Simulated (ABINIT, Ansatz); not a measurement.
# CsNbS3 (Pm-3m): zone-centre phonons, part 4 of 5

Aim: the zone-centre modes of CsNbS3 (Pm-3m).

ABINIT 10.8.3; DFT PBEsol, scalar-relativistic, plane waves, PseudoDojo norm-conserving pseudopotentials.

So far, lowest optical zone-centre mode (cm⁻¹): step 5 (modes with the sum rule) 85.0. The relaxed cell has a = 4.870 Å (conventional setting).

The structure was built from a prototype and need not be the compound's stable phase.

## Step 6: Sum rules set otherwise (asr 0)

Without the rule the raw error of the acoustic modes shows.

anaddb.abi

```
ddb_filepath "gamma_DDB"
output_file "anaddb.abo"
outdata_prefix "anaddb"
asr 0
chneut 0
enunit 2
eivec 1
nph1l 1
qph1l 0.0 0.0 0.0 1.0
```

mrgddb.in

```
gamma_DDB
merged
2
dfpt_gammao_DDB
gso_DDB
```

The run is started by

```
mrgddb < mrgddb.in > mrgddb.log
OMP_NUM_THREADS=1 anaddb anaddb.abi > anaddb.log
```

anaddb.abo, the main output file:

```text
-outvars_anaddb: echo values of input variables ----------------------

 Miscellaneous information :
      enunit         2
       eivec         1
      chneut         0
 First list of wavevector (reduced coord.) :
       nph1l         1
       qph1l
                     0.00000000E+00  0.00000000E+00  0.00000000E+00    1.000E+00

================================================================================

 read the DDB information and perform some checks

  ==== Info on the Cryst% object ====
 Real(R)+Recip(G) space primitive vectors, cartesian coordinates (Bohr,Bohr^-1):
 R(1)=  9.2029719  0.0000000  0.0000000  G(1)=  0.1086606  0.0000000  0.0000000
 R(2)=  0.0000000  9.2029719  0.0000000  G(2)=  0.0000000  0.1086606  0.0000000
 R(3)=  0.0000000  0.0000000  9.2029719  G(3)=  0.0000000  0.0000000  0.1086606
 Unit cell volume ucvol=  7.7944287E+02 bohr^3
 Angles (23,13,12)=  9.00000000E+01  9.00000000E+01  9.00000000E+01 degrees
 Time-reversal symmetry is present
 Reduced atomic positions [iatom, xred, symbol]:
    1)    0.0000000  0.0000000  0.0000000  Cs
    2)    0.5000000  0.5000000  0.5000000  Nb
    3)    0.5000000  0.5000000  0.0000000   S
    4)    0.5000000  0.0000000  0.5000000   S
    5)    0.0000000  0.5000000  0.5000000   S

 DDB file with 3 blocks has been read.

================================================================================

 Treat the first list of vectors

  Phonon wavevector (reduced coordinates) :  0.00000  0.00000  0.00000
 Phonon energies in Hartree :
  -1.248852E-05 -1.248852E-05 -1.248852E-05  3.868351E-04  3.868351E-04
   3.868351E-04  6.024348E-04  6.024348E-04  6.024348E-04  7.671393E-04
   7.671393E-04  7.671393E-04  1.340026E-03  1.340026E-03  1.340026E-03
 Phonon energies in meV     :
- -3.398298E-01 -3.398298E-01 -3.398298E-01  1.052632E+01  1.052632E+01
-  1.052632E+01  1.639309E+01  1.639309E+01  1.639309E+01  2.087492E+01
-  2.087492E+01  2.087492E+01  3.646395E+01  3.646395E+01  3.646395E+01
 Phonon frequencies in cm-1    :
- -2.740913E+00 -2.740912E+00 -2.740912E+00  8.490049E+01  8.490049E+01
-  8.490049E+01  1.322192E+02  1.322192E+02  1.322192E+02  1.683676E+02
-  1.683676E+02  1.683676E+02  2.941016E+02  2.941016E+02  2.941016E+02
 Phonon frequencies in Thz     :
- -8.217049E-02 -8.217049E-02 -8.217049E-02  2.545253E+00  2.545253E+00
-  2.545253E+00  3.963831E+00  3.963831E+00  3.963831E+00  5.047534E+00
-  5.047534E+00  5.047534E+00  8.816945E+00  8.816945E+00  8.816945E+00
 Phonon energies in Kelvin  :
- -3.943562E+00 -3.943562E+00 -3.943561E+00  1.221529E+02  1.221529E+02
-  1.221529E+02  1.902339E+02  1.902339E+02  1.902339E+02  2.422434E+02
-  2.422434E+02  2.422434E+02  4.231466E+02  4.231466E+02  4.231466E+02

 Eigendisplacements
 (will be given, for each mode : in cartesian coordinates
   for each atom the real part of the displacement vector,
   then the imaginary part of the displacement vector - absolute values smaller than 1.0d-7 are set to zero)
  Mode number    1   Energy   -1.248852E-05
 Attention : low frequency mode.
   (Could be unstable or acoustic mode)
-  1  0.00000000E+00  0.00000000E+00 -1.30457626E-03
-     0.00000000E+00  0.00000000E+00  0.00000000E+00
-  2  0.00000000E+00  0.00000000E+00 -1.30815229E-03
-     0.00000000E+00  0.00000000E+00  0.00000000E+00
-  3  0.00000000E+00  0.00000000E+00 -1.30383573E-03
-     0.00000000E+00  0.00000000E+00  0.00000000E+00
-  4  0.00000000E+00  0.00000000E+00 -1.30301627E-03
-     0.00000000E+00  0.00000000E+00  0.00000000E+00
-  5  0.00000000E+00  0.00000000E+00 -1.30301627E-03
-     0.00000000E+00  0.00000000E+00  0.00000000E+00
  Mode number    2   Energy   -1.248852E-05
 Attention : low frequency mode.
   (Could be unstable or acoustic mode)
-  1  0.00000000E+00  1.30457626E-03  0.00000000E+00
-     0.00000000E+00  0.00000000E+00  0.00000000E+00
-  2  0.00000000E+00  1.30815229E-03  0.00000000E+00
-     0.00000000E+00  0.00000000E+00  0.00000000E+00
-  3  0.00000000E+00  1.30301627E-03  0.00000000E+00
-     0.00000000E+00  0.00000000E+00  0.00000000E+00
-  4  0.00000000E+00  1.30383573E-03  0.00000000E+00
-     0.00000000E+00  0.00000000E+00  0.00000000E+00
-  5  0.00000000E+00  1.30301627E-03  0.00000000E+00
-     0.00000000E+00  0.00000000E+00  0.00000000E+00
  Mode number    3   Energy   -1.248852E-05
 Attention : low frequency mode.
   (Could be unstable or acoustic mode)
-  1  1.30457626E-03  0.00000000E+00  0.00000000E+00
-     0.00000000E+00  0.00000000E+00  0.00000000E+00
-  2  1.30815229E-03  0.00000000E+00  0.00000000E+00
-     0.00000000E+00  0.00000000E+00  0.00000000E+00
-  3  1.30301627E-03  0.00000000E+00  0.00000000E+00
-     0.00000000E+00  0.00000000E+00  0.00000000E+00
-  4  1.30301627E-03  0.00000000E+00  0.00000000E+00
-     0.00000000E+00  0.00000000E+00  0.00000000E+00
-  5  1.30383573E-03  0.00000000E+00  0.00000000E+00
-     0.00000000E+00  0.00000000E+00  0.00000000E+00
  Mode number    4   Energy    3.868351E-04
-  1  0.00000000E+00  0.00000000E+00 -1.30601701E-03
-     0.00000000E+00  0.00000000E+00  0.00000000E+00
-  2  0.00000000E+00  0.00000000E+00  1.84708625E-03
-     0.00000000E+00  0.00000000E+00  0.00000000E+00
-  3  0.00000000E+00  0.00000000E+00  3.34433563E-04
-     0.00000000E+00  0.00000000E+00  0.00000000E+00
-  4  0.00000000E+00  0.00000000E+00 -1.43900635E-04
-     0.00000000E+00  0.00000000E+00  0.00000000E+00
-  5  0.00000000E+00  0.00000000E+00 -1.43900635E-04
-     0.00000000E+00  0.00000000E+00  0.00000000E+00
  Mode number    5   Energy    3.868351E-04
-  1  0.00000000E+00  1.30601701E-03  0.00000000E+00
-     0.00000000E+00  0.00000000E+00  0.00000000E+00
-  2  0.00000000E+00 -1.84708625E-03  0.00000000E+00
-     0.00000000E+00  0.00000000E+00  0.00000000E+00
-  3  0.00000000E+00  1.43900635E-04  0.00000000E+00
-     0.00000000E+00  0.00000000E+00  0.00000000E+00
-  4  0.00000000E+00 -3.34433563E-04  0.00000000E+00
-     0.00000000E+00  0.00000000E+00  0.00000000E+00
-  5  0.00000000E+00  1.43900635E-04  0.00000000E+00
-     0.00000000E+00  0.00000000E+00  0.00000000E+00
  Mode number    6   Energy    3.868351E-04
-  1  1.30601701E-03  0.00000000E+00  0.00000000E+00
-     0.00000000E+00  0.00000000E+00  0.00000000E+00
-  2 -1.84708625E-03  0.00000000E+00  0.00000000E+00
-     0.00000000E+00  0.00000000E+00  0.00000000E+00
-  3  1.43900635E-04  0.00000000E+00  0.00000000E+00
-     0.00000000E+00  0.00000000E+00  0.00000000E+00
-  4  1.43900635E-04  0.00000000E+00  0.00000000E+00
-     0.00000000E+00  0.00000000E+00  0.00000000E+00
-  5 -3.34433563E-04  0.00000000E+00  0.00000000E+00
-     0.00000000E+00  0.00000000E+00  0.00000000E+00
  Mode number    7   Energy    6.024348E-04
-  1  0.00000000E+00  0.00000000E+00 -8.47247826E-04
-     0.00000000E+00  0.00000000E+00  0.00000000E+00
-  2  0.00000000E+00  0.00000000E+00 -8.46923871E-04
-     0.00000000E+00  0.00000000E+00  0.00000000E+00
-  3  0.00000000E+00  0.00000000E+00  1.68600840E-03
-     0.00000000E+00  0.00000000E+00  0.00000000E+00
-  4  0.00000000E+00  0.00000000E+00  2.14613421E-03
-     0.00000000E+00  0.00000000E+00  0.00000000E+00
-  5  0.00000000E+00  0.00000000E+00  2.14613421E-03
-     0.00000000E+00  0.00000000E+00  0.00000000E+00
  Mode number    8   Energy    6.024348E-04
-  1  0.00000000E+00  8.47247825E-04  0.00000000E+00
-     0.00000000E+00  0.00000000E+00  0.00000000E+00
-  2  0.00000000E+00  8.46923871E-04  0.00000000E+00
-     0.00000000E+00  0.00000000E+00  0.00000000E+00
-  3  0.00000000E+00 -2.14613421E-03  0.00000000E+00
-     0.00000000E+00  0.00000000E+00  0.00000000E+00
-  4  0.00000000E+00 -1.68600840E-03  0.00000000E+00
-     0.00000000E+00  0.00000000E+00  0.00000000E+00
-  5  0.00000000E+00 -2.14613421E-03  0.00000000E+00
-     0.00000000E+00  0.00000000E+00  0.00000000E+00
  Mode number    9   Energy    6.024348E-04
-  1  8.47247826E-04  0.00000000E+00  0.00000000E+00
-     0.00000000E+00  0.00000000E+00  0.00000000E+00
-  2  8.46923871E-04  0.00000000E+00  0.00000000E+00
-     0.00000000E+00  0.00000000E+00  0.00000000E+00
-  3 -2.14613421E-03  0.00000000E+00  0.00000000E+00
-     0.00000000E+00  0.00000000E+00  0.00000000E+00
-  4 -2.14613421E-03  0.00000000E+00  0.00000000E+00
-     0.00000000E+00  0.00000000E+00  0.00000000E+00
-  5 -1.68600840E-03  0.00000000E+00  0.00000000E+00
-     0.00000000E+00  0.00000000E+00  0.00000000E+00
  Mode number   10   Energy    7.671393E-04
-  1  0.00000000E+00  0.00000000E+00  0.00000000E+00
-     0.00000000E+00  0.00000000E+00  0.00000000E+00
-  2  0.00000000E+00  0.00000000E+00  0.00000000E+00
-     0.00000000E+00  0.00000000E+00  0.00000000E+00
-  3  0.00000000E+00  0.00000000E+00  0.00000000E+00
-     0.00000000E+00  0.00000000E+00  0.00000000E+00
-  4  0.00000000E+00  0.00000000E+00 -2.92470830E-03
-     0.00000000E+00  0.00000000E+00  0.00000000E+00
-  5  0.00000000E+00  0.00000000E+00  2.92470830E-03
-     0.00000000E+00  0.00000000E+00  0.00000000E+00
  Mode number   11   Energy    7.671393E-04
-  1  0.00000000E+00  0.00000000E+00  0.00000000E+00
-     0.00000000E+00  0.00000000E+00  0.00000000E+00
-  2  0.00000000E+00  0.00000000E+00  0.00000000E+00
-     0.00000000E+00  0.00000000E+00  0.00000000E+00
-  3  0.00000000E+00 -2.92470830E-03  0.00000000E+00
-     0.00000000E+00  0.00000000E+00  0.00000000E+00
-  4  0.00000000E+00  0.00000000E+00  0.00000000E+00
-     0.00000000E+00  0.00000000E+00  0.00000000E+00
-  5  0.00000000E+00  2.92470830E-03  0.00000000E+00
-     0.00000000E+00  0.00000000E+00  0.00000000E+00
  Mode number   12   Energy    7.671393E-04
-  1  0.00000000E+00  0.00000000E+00  0.00000000E+00
-     0.00000000E+00  0.00000000E+00  0.00000000E+00
-  2  0.00000000E+00  0.00000000E+00  0.00000000E+00
-     0.00000000E+00  0.00000000E+00  0.00000000E+00
-  3  2.92470830E-03  0.00000000E+00  0.00000000E+00
-     0.00000000E+00  0.00000000E+00  0.00000000E+00
-  4 -2.92470830E-03  0.00000000E+00  0.00000000E+00
-     0.00000000E+00  0.00000000E+00  0.00000000E+00
-  5  0.00000000E+00  0.00000000E+00  0.00000000E+00
-     0.00000000E+00  0.00000000E+00  0.00000000E+00
  Mode number   13   Energy    1.340026E-03
-  1  0.00000000E+00  0.00000000E+00  4.65550501E-05
-     0.00000000E+00  0.00000000E+00  0.00000000E+00
-  2  0.00000000E+00  0.00000000E+00 -2.53737366E-04
-     0.00000000E+00  0.00000000E+00  0.00000000E+00
-  3  0.00000000E+00  0.00000000E+00  3.52893461E-03
-     0.00000000E+00  0.00000000E+00  0.00000000E+00
-  4  0.00000000E+00  0.00000000E+00 -1.49314024E-03
-     0.00000000E+00  0.00000000E+00  0.00000000E+00
-  5  0.00000000E+00  0.00000000E+00 -1.49314024E-03
-     0.00000000E+00  0.00000000E+00  0.00000000E+00
  Mode number   14   Energy    1.340026E-03
-  1  0.00000000E+00  4.65550501E-05  0.00000000E+00
-     0.00000000E+00  0.00000000E+00  0.00000000E+00
-  2  0.00000000E+00 -2.53737366E-04  0.00000000E+00
-     0.00000000E+00  0.00000000E+00  0.00000000E+00
-  3  0.00000000E+00 -1.49314024E-03  0.00000000E+00
-     0.00000000E+00  0.00000000E+00  0.00000000E+00
-  4  0.00000000E+00  3.52893461E-03  0.00000000E+00
-     0.00000000E+00  0.00000000E+00  0.00000000E+00
-  5  0.00000000E+00 -1.49314024E-03  0.00000000E+00
-     0.00000000E+00  0.00000000E+00  0.00000000E+00
  Mode number   15   Energy    1.340026E-03
-  1  4.65550501E-05  0.00000000E+00  0.00000000E+00
-     0.00000000E+00  0.00000000E+00  0.00000000E+00
-  2 -2.53737366E-04  0.00000000E+00  0.00000000E+00
-     0.00000000E+00  0.00000000E+00  0.00000000E+00
-  3 -1.49314024E-03  0.00000000E+00  0.00000000E+00
-     0.00000000E+00  0.00000000E+00  0.00000000E+00
-  4 -1.49314024E-03  0.00000000E+00  0.00000000E+00
-     0.00000000E+00  0.00000000E+00  0.00000000E+00
-  5  3.52893461E-03  0.00000000E+00  0.00000000E+00
-     0.00000000E+00  0.00000000E+00  0.00000000E+00

 Analysis of degeneracies and characters (maximum tolerance=1.00E-06 a.u.)
 For each vibration mode, or group of modes if degenerate,
 the characters are given for each symmetry operation (see the list in the log file).
 Symmetry characters of vibration mode #   1
       degenerate with vibration modes #   2 to    3
  3.0 -3.0 -1.0  1.0 -1.0  1.0 -1.0  1.0  1.0 -1.0 -1.0  1.0  1.0 -1.0 -1.0  1.0
  0.0 -0.0  0.0 -0.0 -0.0  0.0 -0.0  0.0  1.0 -1.0 -1.0  1.0 -1.0  1.0  1.0 -1.0
  0.0 -0.0 -0.0  0.0 -0.0  0.0  0.0 -0.0  1.0 -1.0  1.0 -1.0 -1.0  1.0 -1.0  1.0
 Symmetry characters of vibration mode #   4
       degenerate with vibration modes #   5 to    6
  3.0 -3.0 -1.0  1.0 -1.0  1.0 -1.0  1.0  1.0 -1.0 -1.0  1.0  1.0 -1.0 -1.0  1.0
  0.0 -0.0  0.0 -0.0 -0.0  0.0 -0.0  0.0  1.0 -1.0 -1.0  1.0 -1.0  1.0  1.0 -1.0
  0.0 -0.0 -0.0  0.0 -0.0  0.0  0.0 -0.0  1.0 -1.0  1.0 -1.0 -1.0  1.0 -1.0  1.0
 Symmetry characters of vibration mode #   7
       degenerate with vibration modes #   8 to    9
  3.0 -3.0 -1.0  1.0 -1.0  1.0 -1.0  1.0  1.0 -1.0 -1.0  1.0  1.0 -1.0 -1.0  1.0
  0.0 -0.0  0.0 -0.0 -0.0  0.0 -0.0  0.0  1.0 -1.0 -1.0  1.0 -1.0  1.0  1.0 -1.0
  0.0 -0.0 -0.0  0.0 -0.0  0.0  0.0 -0.0  1.0 -1.0  1.0 -1.0 -1.0  1.0 -1.0  1.0
 Symmetry characters of vibration mode #  10
       degenerate with vibration modes #  11 to   12
  3.0 -3.0 -1.0  1.0 -1.0  1.0 -1.0  1.0 -1.0  1.0  1.0 -1.0 -1.0  1.0  1.0 -1.0
  0.0 -0.0  0.0 -0.0 -0.0  0.0 -0.0  0.0 -1.0  1.0  1.0 -1.0  1.0 -1.0 -1.0  1.0
  0.0 -0.0 -0.0  0.0 -0.0  0.0  0.0 -0.0 -1.0  1.0 -1.0  1.0  1.0 -1.0  1.0 -1.0
 Symmetry characters of vibration mode #  13
       degenerate with vibration modes #  14 to   15
  3.0 -3.0 -1.0  1.0 -1.0  1.0 -1.0  1.0  1.0 -1.0 -1.0  1.0  1.0 -1.0 -1.0  1.0
  0.0 -0.0  0.0 -0.0  0.0 -0.0 -0.0  0.0  1.0 -1.0 -1.0  1.0 -1.0  1.0  1.0 -1.0
  0.0 -0.0  0.0 -0.0 -0.0  0.0  0.0 -0.0  1.0 -1.0  1.0 -1.0 -1.0  1.0 -1.0  1.0
-
```

Run time: 0.69 s. Hardware: 1 thread of Intel Xeon at 2.70GHz, shared host.

Numbers from this step:

```
lowest optical zone-centre mode : 84.9 cm⁻¹
```

Zone-centre frequencies as printed; negative means imaginary. Modes:

```
mode  frequency (cm⁻¹)
   1             -2.74
   2             -2.74
   3             -2.74
   4              84.9
   5              84.9
   6              84.9
   7             132.2
   8             132.2
   9             132.2
  10             168.4
  11             168.4
  12             168.4
  13             294.1
  14             294.1
  15             294.1
```

[end of part 4 of 5]

[Host names and launcher messages were left out of these logs when they were recorded.]

[Logs are printed without paths, hosts, clocks, repeated set-up lines and the standing remarks that a program may print on its own settings, such as how far it seeks lower states.]

[Hosts, paths, dates, database ids (printed as entryN), source tags and the programs' standing remarks are cut or masked in the printed files.]
